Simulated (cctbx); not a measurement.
**Which space group?**

Cell: a = 6.3150 Å, b = 12.1090 Å, c = 3.7530 Å, α = 90.00°, β = 90.00°, γ = 90.00°. Expected content of the cell: Re4 Er4 C16.

The data are simulated with cctbx, not measured: Mo Kα, λ = 0.71073 Å, to d = 0.8 Å, 70 % of the full sphere, strongest reflection 20000 counts, noise from counting, a 2 % proportional error and a noise floor of 8 counts (s.d.); no absorption.

Tests on the unmerged data give:

```text
1633 reflections to d = 0.800 A
centring   violations  <I/sigma> of those
    A        539 of   811     16.1
    B        507 of   796     15.8
    C        494 of   817     15.4
    I        539 of   830     15.8
    R        726 of  1089     16.3
    F        770 of  1212     15.8
Laue class    unique    Rint  (classes that these axes allow; Friedel mates merged)
P -1             1067   0.020
P 1 2/m 1         610   0.022
P 1 1 2/m         664   0.022
P 2/m 1 1         631   0.022
P m m m           386   0.024
space group    extra absences  I>4sigma  <I/sigma>
P 2 2 2                 0          0         -  acentric
P 21 2 2                5          0      -0.1  acentric
P 2 21 2               12          0       0.2  acentric
P 21 21 2              17          0       0.1  acentric
P m m 2                 0          0         -  acentric
P 2 m m                 0          0         -  acentric
P m 2 m                 0          0         -  acentric
P 21 a m               37          0       0.2  acentric
P b 21 m               72          0       0.1  acentric
P m a 2                37          0       0.2  acentric
P b m 2                72          0       0.1  acentric
P b a 2               109          0       0.1  acentric
P m m m                 0          0         -  centric
P b m m                72          0       0.1  centric
P m a m                37          0       0.2  centric
P b a m               109          0       0.1  centric
Wilson B = 1.18 A^2   <|E^2-1|> = 0.971 (0.968 centric, 0.736 acentric)   E^2>4: 0.6 %
shell (A)         n   <I/sigma>
12.11 - 1.60     60     26.8
 1.60 - 1.27     45     32.5
 1.27 - 1.11     56     33.1
 1.11 - 1.01     47     29.3
 1.01 - 0.94     38     35.6
 0.94 - 0.88     50     22.4
 0.88 - 0.84     48     27.2
 0.84 - 0.80     42     22.3
```

**Question.** What are the lattice type, the Laue class and the likely space group?

Every centring test has many violations, so the lattice is primitive.

Rint stays low (0.020 to 0.024) up to P m m m, the highest class in these axes.

16 settings pass the absence test. The most absences obeyed, 109, belong to P b a 2 and P b a m, which absences can't tell apart.

⟨|E²−1|⟩ = 0.971 leans to a centrosymmetric structure. The Wilson B of 1.18 Å² means U ≈ 0.0149 Å².

The true group is Pbam (no. 55), Laue class mmm, centrosymmetric. The tables only narrow the choice to the tied entries; cell content, site symmetry and trial solutions must settle it.

The model was made for the exercise: a known structure type with other elements put in, its volume estimated, not relaxed; displacement parameters are assumed.

[Logs are printed without paths, hosts, clocks, repeated set-up lines and the standing remarks that a program may print on its own settings, such as how far it seeks lower states.]
